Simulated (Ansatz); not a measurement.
**A hypothetical structure for LuAl2B2**

This structure for LuAl2B2 is made up. Its elements were placed in a known structure type with a cell scaled to their sizes. What cell does the guess relax to, and how far off was it?

Main program and level: Ansatz 0.2.0; DFT, PBE, plane-wave PAW, default files, scalar-relativistic, no spin, cell and ions relaxed at zero pressure, in the first sound run; inputs show where later runs differ.

## Step 1: Starting point

The structure is tetragonal, space group I4/mmm (No. 139). The conventional cell has a = 3.750 Å, b = 3.750 Å, c = 9.733 Å, α = 90.00°, β = 90.00°, γ = 90.00°. Lu has 8 B at 2.90 Å and 8 Al at 3.07 Å nearest. Nearest to Al lie 4 B at 2.25 Å and 4 Al at 2.65 Å and 4 Lu at 3.07 Å. Nearest to B lie 4 Al at 2.25 Å and 1 B at 2.37 Å and 4 Lu at 2.90 Å. Farther neighbours are not listed.

## Step 2: Relaxing cell and atoms

The guessed cell has no reason to be at equilibrium. It is relaxed with the atoms, within the space group of the guess.

input.yaml

```yaml
crystal:
  lattice:
    - [-1.875, 1.875, 4.8665]
    - [1.875, -1.875, 4.8665]
    - [1.875, 1.875, -4.8665]
  atoms:
    - { symbol: Lu, position: [0.0, 0.0, 0.0] }
    - { symbol: Al, position: [0.25, 0.75, 0.5] }
    - { symbol: Al, position: [0.75, 0.25, 0.5] }
    - { symbol: B, position: [0.6218, 0.6218, 0.0] }
    - { symbol: B, position: [0.3782, 0.3782, 0.0] }
kpoints:
  mp_grid: { grid: [10, 10, 10] }
scf:
  occupations: { method: fermi_dirac, width: 0.05 }
hamiltonian:
  xc: pbe
  pseudopotentials: { kind: paw }
relax:
  f_tol: 0.015
  max_steps: 70
  cell: {}
output:
  forces: true
  stress: true
```

Run with:

```
ansatz run input.yaml --threads 4 --pin off --max-ram 8192MiB --backend cpu --events-out ev --progress --plain --runs-dir out
```

Numbers of over 12 decimals in the logs are rounded to 6 here.

What it wrote:

```text
basis.fft_grid_basis auto: the FFT boxes are laid along the combinations [[1, 0, 1], [0, 1, 1], [0, 0, 1]] of the cell's own vectors, 3.750, 3.750 and 5.542 Å long. The dense box has 27×27×40 points. Along the cell's own vectors, as sized, it would have 40×40×40, 2.19 times as many. Of the 16 symmetry operations that the crystal satisfies within crystal.symmetry.tolerance (time reversal apart; of a slab, those that k [...]
Engine: ansatz 0.2.0, aarch64-unknown-linux-gnu
Pseudopotentials: kind: paw
Pseudopotential: Lu, paw, valence charge 25, recommended cutoff 420 eV (normal), Lu.paw.azcp
Pseudopotential: Al, paw, valence charge 3, recommended cutoff 420 eV (normal), Al.paw.azcp
Pseudopotential: B, paw, valence charge 3, recommended cutoff 420 eV (normal), B.paw.azcp
Functional definition: PBE
  parameter kappa = 0.804
  parameter beta = 0.066725
  exchange = pbe_x(kappa = kappa, mu = beta*pi^2/3)
  correlation = pbe_c(beta = beta)
Crystal: 5 atoms, lattice volume = 68.435 Å³
Basis set: ecut = 420 eV, 1333 PW (Γ), FFT grids on a1+a3, a2+a3, a3, exchange–correlation on 54×54×80 points (8 copies of the dense FFT grid, shifted against one another)
Bands: 24, of which v1, the nominal top of the filled ones, is band 19 counted from 1 (18 counted from 0)
Symmetry: 16 space group operations
Space group: I4/mmm (ITA 139), of the structure as read, at distance tolerance 4.1e-5 Å
k-points: 102 of 1000
Non-local potential: Lu, projectors of the file, l = 0: 3, l = 1: 2, l = 2: 2, l = 3: 3
Non-local potential: Al, projectors of the file, l = 0: 2, l = 1: 2, l = 2: 1
Non-local potential: B, projectors of the file, l = 0: 2, l = 1: 2, l = 2: 1
PAW form: soft (Blöchl's): semilocal exchange-correlation on the pseudo side does not see the compensation charge
PAW one-centre angular grid: Lu, 590 points (default); XC on 64 Gauss nodes
PAW one-centre angular grid: Al, 110 points (default); XC on 64 Gauss nodes
PAW one-centre angular grid: B, 110 points (default); XC on 64 Gauss nodes
Initial density: superposition of atomic densities (neutral atoms: chi_scale 0, normalization atom), corrected by the library's trained network
Initial wavefunctions: pseudopotential atomic-orbital guess
Functional: x = pbe(κ = 0.804, μ = 0.219515), c = pbe(β = 0.066725)
SCF iter   1: F=—  HF=-16120.024417 eV  |F-HF|=—  |Δ(HF+E_count)|=         —  Δρ=3.37e-3  dr2=9.09e-3  ethr=1.77e-3  ⟨swp⟩=6.6  Hψ=12590  notcnv=0
preconditioner: auto → Kerker (q_TF=auto, 2.463 Å⁻¹)  [metal: Δε(μ)=0.007 eV  Ē_g=7.804 eV  σ=0.050 eV  W_gap=0.03  n_scr=14 (ndim 8)  ℏωp=24.2 eV  f_vac=0.000  D(μ)=2.05/eV (n_scr^D=10)]
SCF iter   2: F=—  HF=-16120.023139 eV  |F-HF|=—  |Δ(HF+E_count)|=   1.28e-3  Δρ=2.04e-3  dr2=3.20e-3  ethr=2.46e-5  ⟨swp⟩=2.2  Hψ=4759  notcnv=0  defer=1
SCF iter   3: F=—  HF=-16120.023617 eV  |F-HF|=—  |Δ(HF+E_count)|=   4.78e-4  Δρ=1.44e-3  dr2=1.35e-3  ethr=8.66e-6  ⟨swp⟩=2.0  Hψ=4306  notcnv=0  defer=3
SCF iter   4: F=—  HF=-16120.022030 eV  |F-HF|=—  |Δ(HF+E_count)|=   1.59e-3  Δρ=2.23e-4  dr2=3.31e-5  ethr=3.65e-6  ⟨swp⟩=2.0  Hψ=4285  notcnv=0  defer=1
SCF iter   5: F=—  HF=-16120.021999 eV  |F-HF|=—  |Δ(HF+E_count)|=   3.15e-5  Δρ=8.76e-5  dr2=5.32e-6  ethr=8.94e-8  ⟨swp⟩=2.0  Hψ=4472  notcnv=0  defer=1
SCF iter   6: F=—  HF=-16120.021997 eV  |F-HF|=—  |Δ(HF+E_count)|=   1.41e-6  Δρ=1.82e-5  dr2=3.75e-7  ethr=1.44e-8  ⟨swp⟩=2.6  Hψ=4248  notcnv=0  defer=1
SCF iter   7: F=—  HF=-16120.021998 eV  |F-HF|=—  |Δ(HF+E_count)|=   2.25e-7  Δρ=7.23e-6  dr2=5.23e-8  ethr=2.70e-10  ⟨swp⟩=5.0  Hψ=10440  notcnv=0
SCF iter   8: F=-16120.021997 eV  HF=-16120.021997 eV  |F-HF|=7.77e-9  |Δ(HF+E_count)|=   8.61e-8  Δρ=3.00e-6  dr2=9.05e-9  ethr=1.41e-10  ⟨swp⟩=5.0  Hψ=9815  notcnv=0
SCF 1 converged in 8 iterations: F = -16120.021997 eV  dr2 = 9.05e-9
  greatest PAW one-centre occupation: 0.998 electrons in one spin orbital (limit 2), on the Lu atom at site 0 (counted from 0), in its partial waves of l = 0
relax step   1: F+E_penalty+E_count = -16120.02199745 eV  Δ(F+E_penalty+E_count) = +0.000e0 eV  max|allowed force component| = 9.994e-1 eV/Å  Δτ_max = 0.0000 Å  P = -5.717 GPa  Ω = 68.435 Å³  (8 SCF iters, dr2 threshold 1.00e-7 eV, accepted)
Crystal: 5 atoms, lattice volume = 62.378 Å³
Basis set: ecut = 420 eV, 1211 PW (Γ), FFT grids on a1+a3, a2+a3, a3, exchange–correlation on 54×54×80 points (8 copies of the dense FFT grid, shifted against one another)
Initial density: handed on by an earlier stage of this run
Initial wavefunctions: those handed on with the density
iter 1 solved again at ethr=4.29e-4 eV; its pass at ethr=3.10e-3 eV (dr2=1.59e-1 eV) is discarded
SCF iter   1: F=—  HF=-16120.415929 eV  |F-HF|=—  |Δ(HF+E_count)|=         —  Δρ=1.09e-2  dr2=1.59e-1  ethr=4.29e-4  ⟨swp⟩=2.0  Hψ=20970  notcnv=0
preconditioner: auto → Kerker (q_TF=auto, 2.501 Å⁻¹)  [metal: Δε(μ)=0.027 eV  Ē_g=11.687 eV  σ=0.050 eV  W_gap=0.13  n_scr=14 (ndim 8)  ℏωp=27.8 eV  f_vac=0.000  D(μ)=1.56/eV (n_scr^D=10)]
SCF iter   2: F=—  HF=-16120.384878 eV  |F-HF|=—  |Δ(HF+E_count)|=   3.11e-2  Δρ=6.01e-3  dr2=6.03e-2  ethr=4.29e-4  ⟨swp⟩=4.1  Hψ=4654  notcnv=0
SCF iter   3: F=—  HF=-16120.380445 eV  |F-HF|=—  |Δ(HF+E_count)|=   4.43e-3  Δρ=4.04e-3  dr2=7.91e-3  ethr=1.63e-4  ⟨swp⟩=4.2  Hψ=6322  notcnv=0  defer=45
SCF iter   4: F=—  HF=-16120.367131 eV  |F-HF|=—  |Δ(HF+E_count)|=   1.33e-2  Δρ=1.17e-3  dr2=9.51e-4  ethr=2.14e-5  ⟨swp⟩=3.0  Hψ=6601  notcnv=0  defer=53
SCF iter   5: F=—  HF=-16120.366825 eV  |F-HF|=—  |Δ(HF+E_count)|=   3.06e-4  Δρ=4.48e-4  dr2=9.21e-5  ethr=2.57e-6  ⟨swp⟩=2.9  Hψ=6196  notcnv=0  defer=51
SCF iter   6: F=—  HF=-16120.366769 eV  |F-HF|=—  |Δ(HF+E_count)|=   5.61e-5  Δρ=2.04e-4  dr2=1.67e-5  ethr=2.49e-7  ⟨swp⟩=2.9  Hψ=5173  notcnv=0  defer=51
SCF iter   7: F=—  HF=-16120.366771 eV  |F-HF|=—  |Δ(HF+E_count)|=   2.90e-6  Δρ=6.62e-5  dr2=2.13e-6  ethr=4.51e-8  ⟨swp⟩=2.5  Hψ=3958  notcnv=0  defer=51
SCF iter   8: F=-16120.366771 eV  HF=-16120.366771 eV  |F-HF|=8.10e-8  |Δ(HF+E_count)|=   8.19e-7  Δρ=9.21e-6  dr2=4.69e-8  ethr=1.35e-9  ⟨swp⟩=6.4  Hψ=12465  notcnv=0
SCF 2 converged in 8 iterations: F = -16120.366771 eV  dr2 = 4.69e-8
relax step   2: F+E_penalty+E_count = -16120.36677057 eV  Δ(F+E_penalty+E_count) = -3.448e-1 eV  max|allowed force component| = 1.002e0 eV/Å  Δτ_max = 0.1245 Å  P = +3.241 GPa  Ω = 62.378 Å³  energy of the carried Pulay correction = +4.286e-3 eV  (8 SCF iters, dr2 threshold 5.00e-7 eV, accepted)
Crystal: 5 atoms, lattice volume = 60.584 Å³
Basis set: ecut = 420 eV, 1203 PW (Γ), FFT grids on a1+a3, a2+a3, a3, exchange–correlation on 54×54×80 points (8 copies of the dense FFT grid, shifted against one another)
iter 1 solved again at ethr=6.33e-4 eV; its pass at ethr=3.10e-3 eV (dr2=2.34e-1 eV) is discarded
SCF iter   1: F=—  HF=-16120.489016 eV  |F-HF|=—  |Δ(HF+E_count)|=         —  Δρ=1.46e-2  dr2=2.40e-1  ethr=6.33e-4  ⟨swp⟩=1.5  Hψ=18179  notcnv=0
preconditioner: auto → Kerker (q_TF=auto, 2.513 Å⁻¹)  [metal: Δε(μ)=0.005 eV  Ē_g=11.727 eV  σ=0.050 eV  W_gap=0.02  n_scr=14 (ndim 8)  ℏωp=28.2 eV  f_vac=0.000  D(μ)=2.03/eV (n_scr^D=14)]
SCF iter   2: F=—  HF=-16120.439081 eV  |F-HF|=—  |Δ(HF+E_count)|=   4.99e-2  Δρ=8.72e-3  dr2=9.33e-2  ethr=6.33e-4  ⟨swp⟩=2.6  Hψ=3118  notcnv=0
SCF iter   3: F=—  HF=-16120.424734 eV  |F-HF|=—  |Δ(HF+E_count)|=   1.43e-2  Δρ=3.94e-3  dr2=6.48e-3  ethr=2.52e-4  ⟨swp⟩=4.3  Hψ=5761  notcnv=0  defer=4
SCF iter   4: F=—  HF=-16120.412223 eV  |F-HF|=—  |Δ(HF+E_count)|=   1.25e-2  Δρ=1.07e-3  dr2=7.38e-4  ethr=1.75e-5  ⟨swp⟩=3.0  Hψ=7304  notcnv=0  defer=48
SCF iter   5: F=—  HF=-16120.412059 eV  |F-HF|=—  |Δ(HF+E_count)|=   1.63e-4  Δρ=4.41e-4  dr2=3.24e-4  ethr=1.99e-6  ⟨swp⟩=2.0  Hψ=4265  notcnv=0  defer=48
SCF iter   6: F=—  HF=-16120.411981 eV  |F-HF|=—  |Δ(HF+E_count)|=   7.88e-5  Δρ=1.75e-4  dr2=4.78e-5  ethr=8.77e-7  ⟨swp⟩=2.0  Hψ=3619  notcnv=0  defer=48
SCF iter   7: F=—  HF=-16120.411971 eV  |F-HF|=—  |Δ(HF+E_count)|=   9.79e-6  Δρ=5.56e-5  dr2=3.40e-6  ethr=1.29e-7  ⟨swp⟩=2.0  Hψ=4299  notcnv=0  defer=48
SCF iter   8: F=-16120.411969 eV  HF=-16120.411969 eV  |F-HF|=8.20e-8  |Δ(HF+E_count)|=   1.53e-6  Δρ=1.02e-5  dr2=1.13e-7  ethr=1.35e-9  ⟨swp⟩=5.3  Hψ=14580  notcnv=0
SCF 3 converged in 8 iterations: F = -16120.411969 eV  dr2 = 1.13e-7
relax step   3: F+E_penalty+E_count = -16120.41196914 eV  Δ(F+E_penalty+E_count) = -4.520e-2 eV  max|allowed force component| = 2.780e-1 eV/Å  Δτ_max = 0.1171 Å  P = +7.474 GPa  Ω = 60.584 Å³  energy of the carried Pulay correction = +5.633e-3 eV  (8 SCF iters, dr2 threshold 5.00e-7 eV, accepted)
[...]
relax step   4: F+E_penalty+E_count = -16120.48719287 eV  Δ(F+E_penalty+E_count) = -7.522e-2 eV  max|allowed force component| = 2.367e-1 eV/Å  Δτ_max = 0.0205 Å  P = +0.930 GPa  Ω = 63.117 Å³  energy of the carried Pulay correction = +3.742e-3 eV  (8 SCF iters, dr2 threshold 5.00e-7 eV, accepted)
[...]
relax step   5: F+E_penalty+E_count = -16120.49407697 eV  Δ(F+E_penalty+E_count) = -6.884e-3 eV  max|allowed force component| = 3.177e-2 eV/Å  Δτ_max = 0.0150 Å  P = -0.175 GPa  Ω = 63.681 Å³  energy of the carried Pulay correction = +3.331e-3 eV  (7 SCF iters, dr2 threshold 5.00e-7 eV, accepted)
[...]
relax step   6: F+E_penalty+E_count = -16120.49455745 eV  Δ(F+E_penalty+E_count) = -4.805e-4 eV  max|allowed force component| = 8.419e-3 eV/Å  Δτ_max = 0.0034 Å  P = -0.049 GPa  Ω = 63.623 Å³  energy of the carried Pulay correction = +3.372e-3 eV  (6 SCF iters, dr2 threshold 3.83e-7 eV, accepted)
[...]
relax step   7: F+E_penalty+E_count = -16120.49458396 eV  Δ(F+E_penalty+E_count) = -2.652e-5 eV  max|allowed force component| = 4.819e-4 eV/Å  Δτ_max = 0.0009 Å  P = -0.002 GPa  Ω = 63.604 Å³  energy of the carried Pulay correction = +3.387e-3 eV  (6 SCF iters, dr2 threshold 1.10e-8 eV, accepted)
[...]
relax step   8: F+E_penalty+E_count = -16120.49189501 eV  Δ(F+E_penalty+E_count) = +2.689e-3 eV  max|allowed force component| = 1.721e-3 eV/Å  Δτ_max = 0.0000 Å  P = -0.050 GPa  Ω = 63.604 Å³  stress off target by 6.17e-2 GPa  SCF on the basis re-selected at this cell (its energy is not comparable with the rows above)  (6 SCF iters)
[...]
relax step   9: F+E_penalty+E_count = -16120.49191761 eV  Δ(F+E_penalty+E_count) = -2.261e-5 eV  max|allowed force component| = 1.161e-4 eV/Å  Δτ_max = 0.0002 Å  P = -0.001 GPa  Ω = 63.580 Å³  energy of the carried Pulay correction = +1.828e-5 eV  (5 SCF iters, dr2 threshold 9.52e-9 eV, accepted)
iter 1 solved again at ethr=2.20e-8 eV; its pass at ethr=3.10e-3 eV (dr2=8.13e-6 eV) is discarded
SCF iter   1: F=—  HF=-16120.491912 eV  |F-HF|=—  |Δ(HF+E_count)|=         —  Δρ=1.75e-6  dr2=1.56e-9  ethr=2.20e-8  ⟨swp⟩=5.3  Hψ=23798  notcnv=0
SCF iter   2: F=—  HF=-16120.491900 eV  |F-HF|=—  |Δ(HF+E_count)|=   1.30e-5  Δρ=1.00e-6  dr2=5.14e-10  ethr=4.22e-12  ⟨swp⟩=3.9  Hψ=6990  notcnv=0
SCF iter   3: F=—  HF=-16120.491900 eV  |F-HF|=—  |Δ(HF+E_count)|=  1.40e-10  Δρ=8.07e-7  dr2=2.89e-10  ethr=1.39e-12  ⟨swp⟩=2.8  Hψ=4906  notcnv=0
SCF iter   4: F=—  HF=-16120.491900 eV  |F-HF|=—  |Δ(HF+E_count)|=  1.55e-10  Δρ=2.78e-7  dr2=3.54e-11  ethr=1.00e-12  ⟨swp⟩=4.8  Hψ=13264  notcnv=0
SCF iter   5: F=-16120.491900 eV  HF=-16120.491900 eV  |F-HF|=3.64e-12  |Δ(HF+E_count)|=  9.09e-12  Δρ=6.03e-8  dr2=2.02e-12  ethr=1.00e-12  ⟨swp⟩=5.8  Hψ=10951  notcnv=0
SCF 10 converged in 5 iterations: F = -16120.491900 eV  dr2 = 2.02e-12
relax step  10: F+E_penalty+E_count = -16120.49189952 eV  Δ(F+E_penalty+E_count) = +1.809e-5 eV  max|allowed force component| = 1.202e-4 eV/Å  Δτ_max = 0.0000 Å  P = -0.001 GPa  Ω = 63.580 Å³  stress off target by 1.17e-3 GPa  SCF on the basis re-selected at this cell (its energy is not comparable with the rows above)  (5 SCF iters)
basis re-selected at this cell: Δ(F+E_penalty+E_count) = +1.809e-5 eV, ΔP = -0.000 GPa vs the last step (what re-selecting the basis moved, of the pressure what is left beyond the Pulay correction that the steps carried, after the strain that the cell walked since its last selection, with what the two solves' SCF thresholds leave and, on support functions, any second-order correction that the steps lacked; it is no m [...]
SCF converged after 5 iterations
Free energy (F): -16120.491900 eV
Harris-Foulkes:  -16120.491900 eV  (|F-HF|=3.64e-12)
Internal energy: -16120.475253 eV  (E = F + TS)
E sigma→0 (E₀):  -16120.483576 eV
Entropy (-TS):   -0.016646 eV (-3.329 meV/atom)
Fermi energy:    13.035638 eV
--- Per-component energies (eV) ---
  E_band       = 73.204303
  E_kinetic    = 567.156160
  E_local      = -7751.228809  (includes V_loc(G=0)·N_el)
  E_nonlocal   = 616.883724
  E_hartree    = 3348.621216
  E_xc         = -365.458795
  E_vxc        = -397.316949  (∫ρ·V_xc dr)
  E_paw        = -8465.569665  (= ΣΔE_a)
  E_vpaw       = 340.467610  (= ΣTr[D̂ρ^β])
  E_aug_tail   = 0.000021  (compensation charges beyond the density's cutoff)
  E_ewald      = -4070.879106
  E_smearing   = -0.016646  (= −TS)
  E_closure    = 0.000000  (closes the sum)
  Σ components = -16120.491900   (vs F -16120.491900, Δ=0.00e0)
--- Forces (eV/Å), atoms counted from 1 ---
  atom   1  Lu    -0.00000000     0.00000000     0.00000000
  atom   2  Al     0.00000000    -0.00000000     0.00000000
  atom   3  Al     0.00000000     0.00000000     0.00000000
  atom   4  B     -0.00000000     0.00000000     0.00012019
  atom   5  B      0.00000000     0.00000000    -0.00012019
  max |Σ_I F_I| component: 6.94e-18 eV/Å
--- Stress (GPa, compression-positive) ---
       -0.001168      -0.000000       0.000000
       -0.000000      -0.001168       0.000000
        0.000000       0.000000      -0.000851
  P = ⅓ Tr σ = -0.0011 GPa (-0.011 kbar)
--- Relaxed structure (8 steps of the walk, 8 accepted, 2 SCFs on fresh bases) ---
  F+E_penalty+E_count = -16120.49189952 eV   max|allowed force component| = 1.202e-4 eV/Å   (the final SCF, on the basis selected at the relaxed cell)
  cell:  # Å, volume = 63.5801 Å³
    - [-1.841884, 1.841884, 4.685294]
    - [1.841884, -1.841884, 4.685294]
    - [1.841884, 1.841884, -4.685294]
  atoms:
    - { symbol: Lu, position: [-4.2775468430538785e-19, -4.277546843053882e-19, 0] }
    - { symbol: Al, position: [0.25, 0.75, 0.5] }
    - { symbol: Al, position: [0.75, 0.25, 0.5] }
    - { symbol: B, position: [0.597132, 0.597132, 0] }
    - { symbol: B, position: [0.402868, 0.402868, 0] }
```

Elapsed: 21 s, on 4 threads of Arm Neoverse V2, shared host; peak memory 0.48 GiB; 80 s of CPU time.

Relaxation path:

| step | energy less that of the first step (eV) | largest force component (eV/Å) | pressure (GPa) | volume (Å³) |
| --- | --- | --- | --- | --- |
| 1 | 0.0000 | 0.9994 | -5.72 | 68.44 |
| 2 | -0.3448 | 1.0023 | 3.24 | 62.38 |
| 3 | -0.3900 | 0.2780 | 7.47 | 60.58 |
| 4 | -0.4652 | 0.2367 | 0.93 | 63.12 |
| 5 | -0.4721 | 0.0318 | -0.18 | 63.68 |
| 6 | -0.4726 | 0.0084 | -0.05 | 63.62 |
| 7 | -0.4726 | 0.0005 | 0.00 | 63.60 |
| 8* | -0.4699 | 0.0017 | -0.05 | 63.60 |
| 9 | -0.4699 | 0.0001 | 0.00 | 63.58 |
| 10* | -0.4699 | 0.0001 | 0.00 | 63.58 |

Relaxation steps marked * repeat the geometry before them on a plane-wave basis chosen anew for their cell, so energy and pressure can jump there.

Forces are held to the 16 operations that the run works with; a distortion that breaks them can't arise in this run.

| conventional cell, symmetrised | before | after | change |
| --- | --- | --- | --- |
| a (Å) | 3.750 | 3.684 | -1.8 % |
| b (Å) | 3.750 | 3.684 | -1.8 % |
| c (Å) | 9.733 | 9.371 | -3.7 % |
| volume (Å³/atom) | 13.69 | 12.72 | -7.1 % |

The atoms that moved most (Å, as changes of fractional coordinates times the final cell):

| atom | dx | dy | dz | length |
| --- | --- | --- | --- | --- |
| B5 | 0.000 | 0.000 | 0.231 | 0.231 |
| B4 | 0.000 | 0.000 | -0.231 | 0.231 |

Final coordinates:

```cif
data_structure
_symmetry_space_group_name_H-M 'P 1'
_symmetry_Int_Tables_number 1
_cell_length_a 5.3607
_cell_length_b 5.3607
_cell_length_c 5.3607
_cell_angle_alpha 139.808
_cell_angle_beta 139.808
_cell_angle_gamma 58.144
_cell_volume 63.58
loop_
_atom_site_label
_atom_site_type_symbol
_atom_site_fract_x
_atom_site_fract_y
_atom_site_fract_z
_atom_site_occupancy
Lu1 Lu 0.00000 0.00000 0.00000 1
Al2 Al 0.25000 0.75000 0.50000 1
Al3 Al 0.75000 0.25000 0.50000 1
B4 B 0.59713 0.59713 0.00000 1
B5 B 0.40287 0.40287 0.00000 1
```

Numbers from this step:

```yaml
free_energy: -16120.4919 eV
energy_at_zero_smearing: -16120.4836 eV
smearing_term_ts: 0.01665 eV
fermi_energy: 13.04 eV
electrons: 37
symmetry_operations: 16
pressure: -0.001062 GPa
```

The shortest distance of each pair, which need not be the same contact before and after:

| pair | guess (Å) | relaxed (Å) |
| --- | --- | --- |
| B–B | 2.371 | 1.820 |
| Al–B | 2.252 | 2.333 |
| Al–Al | 2.652 | 2.605 |
| B–Lu | 2.905 | 2.759 |
| Al–Lu | 3.072 | 2.980 |

The relaxation ends with a largest force component of 1.2e-4 eV/Å and a pressure of 0.00 GPa.

(Continued in part 2 of 2.)

[Logs are printed without paths, hosts, clocks, repeated set-up lines and the standing remarks that a program may print on its own settings, such as how far it seeks lower states.]

[Hosts, paths, dates, database ids (printed as entryN), source tags and the programs' standing remarks are cut or masked in the printed files.]
